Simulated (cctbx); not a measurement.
**What is wrong with this refinement?**

Cell a = 9.0360 Å, b = 9.0360 Å, c = 5.1850 Å, α = 90.00°, β = 90.00°, γ = 90.00°; space group I4/mmm (no. 139).

The data are simulated with cctbx, not measured: Mo Kα, λ = 0.71073 Å, to d = 0.84 Å, 70 % of the full sphere, strongest reflection 20000 counts, noise from counting, a 6 % proportional error and a noise floor of 4 counts (s.d.); no absorption, and some extinction, which the refinements don't model.

An anisotropic refinement with weights 1/σ² prints:

```text
Rint 0.049, 128 unique reflections to 0.85 A
cycle     R1     wR2    GooF  max shift (A)
   1  0.0333  0.1318   4.948   0.00355
   2  0.0176  0.0651   2.443   0.00000
final R1 0.0176 wR2 0.0651 GooF 2.443  parameters 14  data/parameter 9.1
atom        x        y        z      Ueq    occ   su(xyz)  su(Uiso or U11)
Tb1    0.00000  0.00000  0.00000   0.0044  1.000  0.00000  0.0005
Zn1    0.00000  0.65756  0.00000   0.0013  1.000  0.00010  0.0006
V1     0.25000  0.75000  0.25000   0.0025  1.000  0.00000  0.0006
Al1    0.00000  0.21903  0.50000   0.0034  1.000  0.00032  0.0015
difference map: max 1.01 min -0.93 rms 0.20
Q1    0.0000  0.3222  0.0000    8    1.03  0.18 A from Zn1
Q2    0.0000  0.1823  0.5000    8    0.90  0.33 A from Al1
Q3    0.1947  0.1947  0.2247   16    0.59  0.72 A from V1
Q4    0.0927  0.4073  0.2500   16    0.50  1.65 A from Zn1
Q5    0.1907  0.1907  0.0000    8    0.36  1.50 A from V1
Q6    0.1602  0.3174  0.0000   16    0.34  1.47 A from Zn1
```

Q: Accept it or mend it, and why?

Mend it. The fault: wrong element: Tb1 is Sm. Against the right model at the same level, R1 goes from 0.0110 to 0.0176 and GooF from 0.90 to 2.44, U of Zn1 shrinks from 0.0039 to 0.0013 Å² and U of V1 shrinks from 0.0051 to 0.0025 Å². Tb1 has 3 electrons too many and its U swells to shed them, as expected.

The compound is SmAl4V4Zn4. The right model at the same level gives:

```text
Rint 0.049, 128 unique reflections to 0.85 A
cycle     R1     wR2    GooF  max shift (A)
   1  0.0112  0.0249   0.935   0.00041
   2  0.0110  0.0241   0.904   0.00000
final R1 0.0110 wR2 0.0241 GooF 0.904  parameters 14  data/parameter 9.1
atom        x        y        z      Ueq    occ   su(xyz)  su(Uiso or U11)
Sm1    0.00000  0.00000  0.00000   0.0033  1.000  0.00000  0.0002
Zn1    0.00000  0.65754  0.00000   0.0039  1.000  0.00004  0.0002
V1     0.25000  0.75000  0.25000   0.0051  1.000  0.00000  0.0002
Al1    0.00000  0.21869  0.50000   0.0057  1.000  0.00012  0.0005
difference map: max 0.48 min -0.52 rms 0.12
Q1    0.1762  0.1762  0.1943   16    0.52  0.99 A from V1
Q2    0.1006  0.3994  0.2500   16    0.39  1.66 A from Zn1
Q3    0.1999  0.1999  0.0000    8    0.36  1.45 A from V1
Q4    0.0657  0.0657  0.2414   16    0.32  1.51 A from Sm1
Q5    0.0000  0.2406  0.1291   16    0.29  1.14 A from Zn1
Q6    0.0000  0.3178  0.3195   16    0.28  1.29 A from Al1
```

The model was made for the exercise: a known structure type with other elements put in, its volume estimated, not relaxed; displacement parameters are assumed.

[Middle refinement cycles are left out of these outputs.]

[Logs are printed without paths, hosts, clocks, repeated set-up lines and the standing remarks that a program may print on its own settings, such as how far it seeks lower states.]
